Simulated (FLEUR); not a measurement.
Computed results, one entry a study.

```cif
data_nbru
_symmetry_space_group_name_H-M 'Pm-3m'
_symmetry_Int_Tables_number 221
_cell_length_a 3.1840
_cell_length_b 3.1840
_cell_length_c 3.1840
_cell_angle_alpha 90.000
_cell_angle_beta 90.000
_cell_angle_gamma 90.000
_cell_volume 32.28
loop_
_atom_site_label
_atom_site_type_symbol
_atom_site_symmetry_multiplicity
_atom_site_Wyckoff_symbol
_atom_site_fract_x
_atom_site_fract_y
_atom_site_fract_z
_atom_site_occupancy
Nb1 Nb 1 a 0.00000 0.00000 0.00000 1
Ru1 Ru 1 b 0.50000 0.50000 0.50000 1
_calc_subject 'Collinear magnetic orders of NbRu with FLEUR'
_calc_method 'LDA (VWN); all-electron FLAPW, Dirac cores, scalar-relativistic bands'
_calc_program 'FLEUR MaX-R8.1'
_calc_settings_of_one_run 'kmax 3.6 1/bohr, gmax 10.8 1/bohr, muffin tin radii Nb: 2.54, Ru: 2.54 bohr, lmax Nb: [10, 8], Ru: [10, 8], hist occupations, smearing width 0.03 eV, mixer Anderson, mixing 0.05, max iterations 90, stop 2.00e-5 me/bohr³, collinear spin, 4×8×8 k-mesh, mesh matched on, starting moments 1 -1 1.5 -1.5 μB'
_calc_cost '6 runs, 4.1 min in all on 4 MPI ranks of Intel Xeon 6975P-C (Granite Rapids), shared host (the runs of this entry)'
_calc_lowest_state_found 'non-magnetic (initial antiferro q=(1/2,1/2,1/2) +-+-)'
_calc_largest_site_spin_moment '0 μB'
```

[Logs and program files are shortened in this print: banners, set-up blocks, solver, clock and traceback lines can be left out without a mark of their own.]

[Logs are printed without paths, hosts, clocks, repeated set-up lines and the standing remarks that a program may print on its own settings, such as how far it seeks lower states.]

[Hosts, paths, dates, database ids (printed as entryN), source tags and the programs' standing remarks are cut or masked in the printed files.]

[Where a cell is said to come from a database of computed structures, the database is the Materials Project.]
